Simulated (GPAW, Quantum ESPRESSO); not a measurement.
# Near-edge structure at the N K edge of Ta2N (P-3m1), part 2 of 2

Do two independent programs agree on the N K edge of Ta2N (P-3m1)? The same cell and functional are run with XSpectra and with GPAW.

Quantum ESPRESSO 7.5 and GPAW 26.7.0; core-hole supercells, plane-wave PAW PBE.

So far. Step 8 (Spectrum with XCH, N atom 3 (Quantum ESPRESSO)): The total-energy difference is 405.98 eV. One term is added: -7.82 eV, since the hole is spin-paired here and a spin-polarised one costs that much less in the free atom (computed apart). The photon energy is then 398.16 eV. The functional leaves an error of a few eV in such absolute values.

**11. Spectrum without a core hole, N atom 3 (GPAW)**

This cheap baseline ignores the attraction of the hole: it shows the absorber's empty states as they are in the ground state. The data set with a hole of occupation 0 only carries the core orbital.

File xas.py:

```python
import numpy as np
from ase import Atoms
from ase.parallel import parprint, paropen
from gpaw import GPAW, PW, FermiDirac, Mixer, MixerDif, setup_paths
from gpaw.test import gen
setup_paths.insert(0, '.')
gen('N', name='nch1s', xcname='PBE', corehole=(1, 0, 0), write_xml=True)
from gpaw.mpi import world
world.barrier()

atoms = Atoms('Ta2N',
    cell=[[3.11286151, 0, 0],
     [-1.55643075, 2.69581714, 0],
     [0, 0, 4.869841]],
    scaled_positions=[[0.33333333, 0.66666667, 0.254711],
     [0.66666667, 0.33333333, 0.745289],
     [0, 0, 0]],
    pbc=True)
atoms.calc = calc = GPAW(legacy_gpaw=True, mode=PW(500), xc='PBE', setups={2: 'nch1s'},
    kpts={'size': (12, 12, 7), 'gamma': True}, occupations=FermiDirac(0.1),
    charge=0, mixer=Mixer(0.1, 5, 50), maxiter=150,
    convergence={'density': 0.0001}, txt='scf.txt')
energy = atoms.get_potential_energy() + calc.get_reference_energy()
ef = calc.get_fermi_level()
out = dict(energy=energy, fermi=ef, forces=atoms.get_forces().tolist())
parprint(f'all-electron energy {energy:.4f} eV, Fermi level {ef:.4f} eV')
ev = np.array([[calc.get_eigenvalues(k, s) for k in range(len(calc.get_ibz_k_points()))] for s in range(calc.get_number_of_spins())])
out['homo'], out['lumo'], out['counts'] = ev[ev < ef].max(), ev[ev > ef].min(), sorted(set((ev < ef).sum((0, 2)).tolist()))
out['filled'] = (ev[:, 0] < ef).sum(1).tolist()

from ase.units import Ha
from gpaw.xas import dipole_matrix_elements
nb = int(calc.get_number_of_electrons() / 2) + 38
top = nb
nscf = calc.fixed_density(kpts={'size': (7, 7, 4), 'gamma': True},
    convergence={'eigenstates': 1.0}, txt='nscf.txt')
nscf.diagonalize_full_hamiltonian(nbands=nb)
cell = atoms.cell.array
ops = [cell.T @ U.T @ np.linalg.inv(cell.T) for U in nscf.wfs.kd.symmetry.op_scc]
E = np.arange(-25, 34, 0.1)
fwhm = np.interp(E, [4, 25], [0.9, 3.5])
Y, X, zero, highest = 0, 0, 1e9, 1e9
for spin in range(nscf.get_number_of_spins()):
    wfs = nscf.wfs
    A = dipole_matrix_elements(wfs.setups[2])
    eps = np.zeros((wfs.kd.nibzkpts, nb))
    d = np.zeros((3, A.shape[1], wfs.kd.nibzkpts, nb), complex)
    for kpt in wfs.kpt_u:
        if kpt.s == spin and 2 in kpt.P_ani:
            eps[kpt.k] = kpt.eps_n * Ha
            d[:, :, kpt.k] = (kpt.weight * wfs.nspins / 2) ** 0.5 * np.inner(A, kpt.P_ani[2])
    world.sum(eps)
    world.sum(d)
    T = np.einsum('amkn,bmkn->abkn', d, d.conj()).real
    T = sum(np.einsum('ai,ijkn,bj->abkn', R, T, R) for R in ops) / len(ops)
    empty = eps > ef
    zero, highest = min(zero, eps[empty].min()), min(highest, eps[:, top - 1].min())
    lines = [(eps, T, empty)] if spin == 0 else lines + [(eps, T, empty)]
for eps, T, empty in lines:
    f = np.einsum('aakn->akn', T).reshape(3, -1)
    x = eps.ravel() - zero
    w = np.interp(x, E, fwhm) / 2.35482
    g = np.exp(-0.5 * ((E[:, None] - x) / w) ** 2) / (w * (2 * np.pi) ** 0.5)
    Y = Y + (f * empty.ravel()) @ g.T
    X = X + (f * ~empty.ravel()) @ g.T
out.update(E=E.round(2).tolist(), xas=Y.tolist(), xes=X.tolist(), zero=zero, valid=highest - zero, nk=len(eps), nb=nb)
for i in range(0, len(E), 10):
    parprint(f'{E[i]:7.2f}', *(f'{v:10.3e}' for v in Y[:, i]))
import json
with paropen('out.json', 'w') as f:
    json.dump(out, f)
```

The run is started by

```bash
$ OMP_NUM_THREADS=1 mpirun -n 4 gpaw python xas.py
```

The job ended after 3.3 min (4 MPI ranks of Arm Neoverse V1, shared host; peak memory 0.42 GiB; 13 min of CPU time).

The N K spectrum, N atom 3, no core hole (energy from the lowest empty level; intensity scaled to a mean of 1 over the first 20 eV; polarised curves are means over the symmetry-equivalent atoms):

```csv
E (eV),isotropic,ε ⊥ c,ε ∥ c
-2.0,0.00,0.00,0.00
-1.5,0.00,0.00,0.00
-1.0,0.00,0.00,0.00
-0.5,0.10,0.10,0.09
0.0,0.57,0.58,0.53
0.5,1.06,1.15,0.89
1.0,1.20,1.25,1.09
1.5,1.59,1.69,1.38
2.0,1.74,1.82,1.58
2.5,1.60,1.42,1.97
3.0,1.47,1.40,1.61
3.5,1.19,1.09,1.40
4.0,1.13,0.91,1.57
4.5,1.45,1.29,1.76
5.0,1.59,1.56,1.64
5.5,1.68,1.89,1.27
6.0,1.64,1.97,0.96
6.5,1.43,1.73,0.83
7.0,1.15,1.28,0.89
7.5,0.99,0.92,1.13
8.0,0.93,0.77,1.26
8.5,0.93,0.78,1.23
9.0,1.07,0.98,1.24
9.5,1.22,1.18,1.31
10.0,1.25,1.20,1.37
10.5,1.15,1.07,1.29
11.0,0.98,0.94,1.07
11.5,0.83,0.86,0.79
12.0,0.74,0.84,0.55
12.5,0.75,0.90,0.44
13.0,0.81,0.99,0.46
13.5,0.85,1.02,0.53
14.0,0.83,0.94,0.61
14.5,0.76,0.80,0.67
15.0,0.69,0.68,0.69
15.5,0.64,0.61,0.70
16.0,0.61,0.57,0.69
16.5,0.59,0.54,0.69
17.0,0.57,0.51,0.67
17.5,0.53,0.48,0.64
18.0,0.49,0.45,0.58
18.5,0.44,0.41,0.51
19.0,0.41,0.38,0.45
19.5,0.39,0.37,0.44
20.0,0.39,0.36,0.45
20.5,0.41,0.37,0.50
21.0,0.44,0.38,0.57
21.5,0.47,0.39,0.63
22.0,0.50,0.41,0.68
22.5,0.52,0.42,0.72
23.0,0.54,0.44,0.73
23.5,0.55,0.47,0.73
24.0,0.56,0.49,0.71
24.5,0.57,0.51,0.69
25.0,0.57,0.53,0.65
25.5,0.58,0.56,0.62
26.0,0.59,0.59,0.57
26.5,0.60,0.64,0.53
27.0,0.62,0.69,0.49
27.5,0.64,0.74,0.44
28.0,0.66,0.78,0.41
28.5,0.67,0.82,0.39
29.0,0.68,0.84,0.38
29.5,0.69,0.84,0.39
30.0,0.69,0.83,0.42
30.5,0.68,0.80,0.46
31.0,0.67,0.76,0.49
31.5,0.65,0.71,0.53
32.0,0.62,0.65,0.56
```

Main maxima below 24 eV (height): 1.9 eV (1.76), 5.6 eV (1.69), 9.8 eV (1.26) and 13.6 eV (0.85). 

The same matrix elements for filled bands give the N K emission of N atom 3 (ground-state approximation; energy from the lowest empty level, largest value 1):

```csv
E (eV),emission
-24.00,0.00
-23.25,0.00
-22.50,0.00
-21.75,0.00
-21.00,0.00
-20.25,0.00
-19.50,0.00
-18.75,0.00
-18.00,0.00
-17.25,0.00
-16.50,0.00
-15.75,0.00
-15.00,0.00
-14.25,0.00
-13.50,0.00
-12.75,0.00
-12.00,0.00
-11.25,0.00
-10.50,0.00
-9.75,0.00
-9.00,0.06
-8.25,0.36
-7.50,0.43
-6.75,0.92
-6.00,0.56
-5.25,0.03
-4.50,0.01
-3.75,0.05
-3.00,0.07
-2.25,0.09
-1.50,0.06
-0.75,0.03
0.00,0.01
0.75,0.00
1.50,0.00
2.25,0.00
3.00,0.00
```

Emission maxima: -6.6 eV (1.00) and -2.2 eV (0.09).

**12. Reference energy of the supercell (GPAW)**

Total energies of two programs can't be mixed, so the cell and mesh of GPAW's hole run get a reference energy of their own.

File scf.py:

```python
import numpy as np
from ase import Atoms
from ase.parallel import parprint, paropen
from gpaw import GPAW, PW, FermiDirac, Mixer, MixerDif, setup_paths
from gpaw.test import gen
setup_paths.insert(0, '.')
gen('N', name='nch1s', xcname='PBE', corehole=(1, 0, 0), write_xml=True)
from gpaw.mpi import world
world.barrier()

atoms = Atoms('Ta8N4',
    cell=[[-3.11286151, 0, -4.869841],
     [3.11286151, 0, -4.869841],
     [3.11286151, -5.39163429, 0]],
    scaled_positions=[[0.70597783, 0.03931117, 0.66666667],
     [0.70597783, 0.03931117, 0.16666667],
     [0.20597783, 0.53931117, 0.66666667],
     [0.20597783, 0.53931117, 0.16666667],
     [0.29402217, 0.96068883, 0.83333333],
     [0.29402217, 0.96068883, 0.33333333],
     [0.79402217, 0.46068883, 0.83333333],
     [0.79402217, 0.46068883, 0.33333333],
     [0, 0, 0],
     [0, 0, 0.5],
     [0.5, 0.5, 0],
     [0.5, 0.5, 0.5]],
    pbc=True)
atoms.calc = calc = GPAW(legacy_gpaw=True, mode=PW(500), xc='PBE', setups={8: 'nch1s'},
    kpts={'size': (4, 4, 4), 'gamma': True}, occupations=FermiDirac(0.1),
    charge=0, mixer=Mixer(0.1, 5, 50), maxiter=150,
    convergence={'density': 0.0001}, txt='scf.txt')
energy = atoms.get_potential_energy() + calc.get_reference_energy()
ef = calc.get_fermi_level()
out = dict(energy=energy, fermi=ef, forces=atoms.get_forces().tolist())
parprint(f'all-electron energy {energy:.4f} eV, Fermi level {ef:.4f} eV')
ev = np.array([[calc.get_eigenvalues(k, s) for k in range(len(calc.get_ibz_k_points()))] for s in range(calc.get_number_of_spins())])
out['homo'], out['lumo'], out['counts'] = ev[ev < ef].max(), ev[ev > ef].min(), sorted(set((ev < ef).sum((0, 2)).tolist()))
out['filled'] = (ev[:, 0] < ef).sum(1).tolist()
import json
with paropen('out.json', 'w') as f:
    json.dump(out, f)
```

The run is started by

```bash
$ OMP_NUM_THREADS=1 mpirun -n 4 gpaw python scf.py
```

It took 2.3 min on 4 MPI ranks; peak memory 0.37 GiB; 9.4 min of CPU time.

Reference energy: -3399426.360 eV with the cores included.

**13. Spectrum with XCH, N atom 3 (GPAW)**

The holes are 5.8 Å apart. The excited electron is kept in the cell, where it fills the lowest empty states and screens the hole. After the field has converged, empty bands are computed with the density fixed and the dipole matrix elements are summed.

Changes to xas.py since step 11:

```diff
@@ -6,3 +6,3 @@
 setup_paths.insert(0, '.')
-gen('N', name='nch1s', xcname='PBE', corehole=(1, 0, 0), write_xml=True)
+gen('N', name='fch1s', xcname='PBE', corehole=(1, 0, 1), write_xml=True)
 from gpaw.mpi import world
@@ -10,13 +10,22 @@
 
-atoms = Atoms('Ta2N',
-    cell=[[3.11286151, 0, 0],
-     [-1.55643075, 2.69581714, 0],
-     [0, 0, 4.869841]],
-    scaled_positions=[[0.33333333, 0.66666667, 0.254711],
-     [0.66666667, 0.33333333, 0.745289],
-     [0, 0, 0]],
+atoms = Atoms('Ta8N4',
+    cell=[[-3.11286151, 0, -4.869841],
+     [3.11286151, 0, -4.869841],
+     [3.11286151, -5.39163429, 0]],
+    scaled_positions=[[0.70597783, 0.03931117, 0.66666667],
+     [0.70597783, 0.03931117, 0.16666667],
+     [0.20597783, 0.53931117, 0.66666667],
+     [0.20597783, 0.53931117, 0.16666667],
+     [0.29402217, 0.96068883, 0.83333333],
+     [0.29402217, 0.96068883, 0.33333333],
+     [0.79402217, 0.46068883, 0.83333333],
+     [0.79402217, 0.46068883, 0.33333333],
+     [0, 0, 0],
+     [0, 0, 0.5],
+     [0.5, 0.5, 0],
+     [0.5, 0.5, 0.5]],
     pbc=True)
-atoms.calc = calc = GPAW(legacy_gpaw=True, mode=PW(500), xc='PBE', setups={2: 'nch1s'},
-    kpts={'size': (12, 12, 7), 'gamma': True}, occupations=FermiDirac(0.1),
-    charge=0, mixer=Mixer(0.1, 5, 50), maxiter=150,
+atoms.calc = calc = GPAW(legacy_gpaw=True, mode=PW(500), xc='PBE', setups={8: 'fch1s'},
+    kpts={'size': (4, 4, 4), 'gamma': True}, occupations=FermiDirac(0.1),
+    charge=-1, mixer=Mixer(0.1, 5, 50), maxiter=150,
     convergence={'density': 0.0001}, txt='scf.txt')
@@ -32,10 +41,9 @@
 from gpaw.xas import dipole_matrix_elements
-nb = int(calc.get_number_of_electrons() / 2) + 38
-top = nb
-nscf = calc.fixed_density(kpts={'size': (7, 7, 4), 'gamma': True},
-    convergence={'eigenstates': 1.0}, txt='nscf.txt')
-nscf.diagonalize_full_hamiltonian(nbands=nb)
+nb = int(calc.get_number_of_electrons() / 2) + 140
+top, nb = nb, nb + 8 + nb // 12
+nscf = calc.fixed_density(kpts={'size': (4, 4, 4), 'gamma': True}, nbands=nb,
+    convergence={'bands': top, 'eigenstates': 1e-5}, maxiter=60, txt='nscf.txt')
 cell = atoms.cell.array
 ops = [cell.T @ U.T @ np.linalg.inv(cell.T) for U in nscf.wfs.kd.symmetry.op_scc]
-E = np.arange(-25, 34, 0.1)
+E = np.arange(-6, 34, 0.1)
 fwhm = np.interp(E, [4, 25], [0.9, 3.5])
@@ -44,3 +52,3 @@
     wfs = nscf.wfs
-    A = dipole_matrix_elements(wfs.setups[2])
+    A = dipole_matrix_elements(wfs.setups[8])
     eps = np.zeros((wfs.kd.nibzkpts, nb))
@@ -48,5 +56,5 @@
     for kpt in wfs.kpt_u:
-        if kpt.s == spin and 2 in kpt.P_ani:
+        if kpt.s == spin and 8 in kpt.P_ani:
             eps[kpt.k] = kpt.eps_n * Ha
-            d[:, :, kpt.k] = (kpt.weight * wfs.nspins / 2) ** 0.5 * np.inner(A, kpt.P_ani[2])
+            d[:, :, kpt.k] = (kpt.weight * wfs.nspins / 2) ** 0.5 * np.inner(A, kpt.P_ani[8])
     world.sum(eps)
```

The run is started by

```bash
$ OMP_NUM_THREADS=1 mpirun -n 4 gpaw python xas.py
```

The job ended after 5.1 min (4 MPI ranks; peak memory 0.56 GiB).

The N K spectrum, N atom 3, excited-electron core hole (neutral cell) (energy from the lowest empty level; intensity scaled to a mean of 1 over the first 20 eV; polarised curves are means over the symmetry-equivalent atoms):

```csv
E (eV),isotropic,ε ⊥ c,ε ∥ c
-2.0,0.00,0.00,0.00
-1.0,0.01,0.01,0.01
0.0,0.83,0.79,0.92
1.0,2.35,2.58,1.90
2.0,1.85,1.54,2.47
3.0,1.69,1.59,1.89
4.0,1.27,1.20,1.39
5.0,1.65,1.95,1.04
6.0,1.16,1.39,0.70
7.0,0.87,0.83,0.95
8.0,0.87,0.65,1.31
9.0,1.14,1.03,1.36
10.0,1.07,1.11,1.00
11.0,0.68,0.72,0.60
12.0,0.64,0.76,0.40
13.0,0.78,0.93,0.47
14.0,0.68,0.71,0.62
15.0,0.56,0.49,0.68
16.0,0.55,0.48,0.68
17.0,0.51,0.47,0.61
18.0,0.43,0.40,0.50
19.0,0.41,0.37,0.48
20.0,0.46,0.40,0.58
21.0,0.53,0.44,0.71
22.0,0.58,0.49,0.77
23.0,0.62,0.55,0.75
24.0,0.64,0.61,0.70
25.0,0.66,0.67,0.63
26.0,0.68,0.75,0.54
27.0,0.72,0.85,0.47
28.0,0.76,0.93,0.43
29.0,0.77,0.93,0.45
30.0,0.74,0.85,0.53
31.0,0.68,0.71,0.63
32.0,0.63,0.59,0.71
```

Main maxima below 24 eV (height): 1.3 eV (2.62), 3.0 eV (1.69), 5.0 eV (1.65), 9.4 eV (1.20) and 13.1 eV (0.78). 

The total-energy difference is 406.75 eV. With the free-atom term of -7.82 eV for this edge, the photon energy is 398.94 eV.

**14. The two programs side by side**

The line shapes differ (Lorentzian half width 0.4 eV up to 4 eV, rising linearly to 1.75 eV at 25 eV (not a setting of the program: the run's 0.4 eV curve was folded afterwards with a further Lorentzian above 4 eV), against Gaussian full width 0.9 eV up to 4 eV, rising linearly to 3.5 eV at 25 eV), so both get a further Gaussian of 1.5 eV full width before they are compared; the Lorentzian tails remain.

```csv
E (eV),XSpectra,GPAW
-2.00,0.13,0.01
-1.25,0.25,0.08
-0.50,0.60,0.45
0.25,1.24,1.24
1.00,1.80,1.98
1.75,1.92,2.06
2.50,1.75,1.75
3.25,1.58,1.54
4.00,1.50,1.44
4.75,1.49,1.47
5.50,1.36,1.37
6.25,1.15,1.10
7.00,1.01,0.93
7.75,0.98,0.91
8.50,1.01,1.00
9.25,1.02,1.09
10.00,0.94,1.01
10.75,0.81,0.81
11.50,0.72,0.68
12.25,0.71,0.69
13.00,0.72,0.73
13.75,0.68,0.70
14.50,0.63,0.62
15.25,0.59,0.57
16.00,0.56,0.54
16.75,0.53,0.52
17.50,0.50,0.47
18.25,0.48,0.43
19.00,0.47,0.42
19.75,0.49,0.45
20.50,0.51,0.50
21.25,0.53,0.54
22.00,0.55,0.58
22.75,0.57,0.61
23.50,0.58,0.63
24.25,0.58,0.65
25.00,0.58,0.66
25.75,0.59,0.68
26.50,0.60,0.70
27.25,0.61,0.73
28.00,0.62,0.76
28.75,0.62,0.76
29.50,0.62,0.75
30.25,0.60,0.73
31.00,0.58,0.68
31.75,0.56,0.65
```

```csv
,XSpectra,GPAW
k mesh of the spectrum,6×6×6,4×4×4
cutoff (eV),626,500
"highest intensity below 16 eV after the common broadening, eV (height)",1.5 (1.93),1.4 (2.11)
"zero, corrected photon energy (eV)",398.2,398.9
"core time, hole field and spectrum",64 min,21 min
```

**15. With and without the hole**

XSpectra's curves. Both curves are counted from their own zero, so only the shift of weight within the empty states shows.

```csv
E (eV),no hole,XCH
-2.0,0.07,0.10
-1.0,0.13,0.21
0.0,0.52,0.94
1.0,1.17,2.02
2.0,1.59,1.77
3.0,1.42,1.66
4.0,1.31,1.31
5.0,1.47,1.55
6.0,1.59,1.20
7.0,1.19,1.00
8.0,1.06,0.88
9.0,1.10,1.21
10.0,1.27,1.07
11.0,1.01,0.69
12.0,0.65,0.63
13.0,0.97,0.90
14.0,0.89,0.66
15.0,0.68,0.57
16.0,0.69,0.59
17.0,0.66,0.54
18.0,0.49,0.42
19.0,0.38,0.38
20.0,0.45,0.52
21.0,0.51,0.57
22.0,0.56,0.57
23.0,0.56,0.67
24.0,0.68,0.67
25.0,0.55,0.58
26.0,0.63,0.68
27.0,0.61,0.66
28.0,0.61,0.68
29.0,0.69,0.77
30.0,0.78,0.71
31.0,0.67,0.57
32.0,0.56,0.55
```

With each curve scaled to its own mean, the area from −2 to 6 eV with the hole is 10.3 against 8.4, and the centre of weight from −1 to 20 eV moves by -0.9 eV: the hole pulls the absorber's empty states down.

**16. Summary of results**

| Quantity | Value |
| --- | --- |
| absorber and edge | N K, atom 3 of the ground-state input (counted from 1) |
| surroundings | 6 Ta at 2.18 Å (octahedral, site symmetry -3m) |
| highest intensity below 16 eV (XSpectra, narrow line) | 1.5 eV above the zero, height 2.21 |
| photon energy of the zero, with the added terms | 398.2 eV (raw 406.0 eV; uncertain by a few eV) |

The two programs agree closely: 7 % r.m.s. remains over the first 14 eV after a relative shift of 0.0 eV, and their photon-energy zeros differ by 0.8 eV. In XSpectra the N K edge of atom 3, with 6 Ta at 2.18 Å (octahedral, site symmetry -3m), has its highest intensity of the first 16 eV at 1.5 eV above the zero, near 400 eV in photon energy (uncertain by a few eV), 2.2 times the mean level of the first 20 eV (Lorentzian half width 0.4 eV). In XSpectra: With each curve scaled to its own mean, the area from −2 to 6 eV with the hole is 10.3 against 8.4, and the centre of weight from −1 to 20 eV moves by -0.9 eV: the hole pulls the absorber's empty states down. In GPAW: With each curve scaled to its own mean, the area from −2 to 6 eV with the hole is 10.3 against 8.6, and the centre of weight from −1 to 20 eV moves by -0.8 eV: the hole pulls the absorber's empty states down. In XSpectra, at the N K edge of atom 3 polarisation matters most near 5.5 eV, where the curves differ by 0.8 on this scale. 3 further runs of this session are left out of this account as redundant. The holes are only 5.8 Å apart, so the shape is probably not converged with cell size; no larger cell was run here. The structure is a computed Materials Project entry and may be a hypothetical form.

[Logs are printed without paths, hosts, clocks, repeated set-up lines and the standing remarks that a program may print on its own settings, such as how far it seeks lower states.]

[Hosts, paths, dates, database ids (printed as entryN), source tags and the programs' standing remarks are cut or masked in the printed files.]

[Lists of maxima count a maximum above −3 eV only where it reaches 4 % of the highest in the window and stands out from its surroundings by 2 % of it (1.5 % where it reaches 55 %); shoulders and weaker maxima are passed over, and of the rest the first, up to two pre-edge ones and the few strongest are named.]
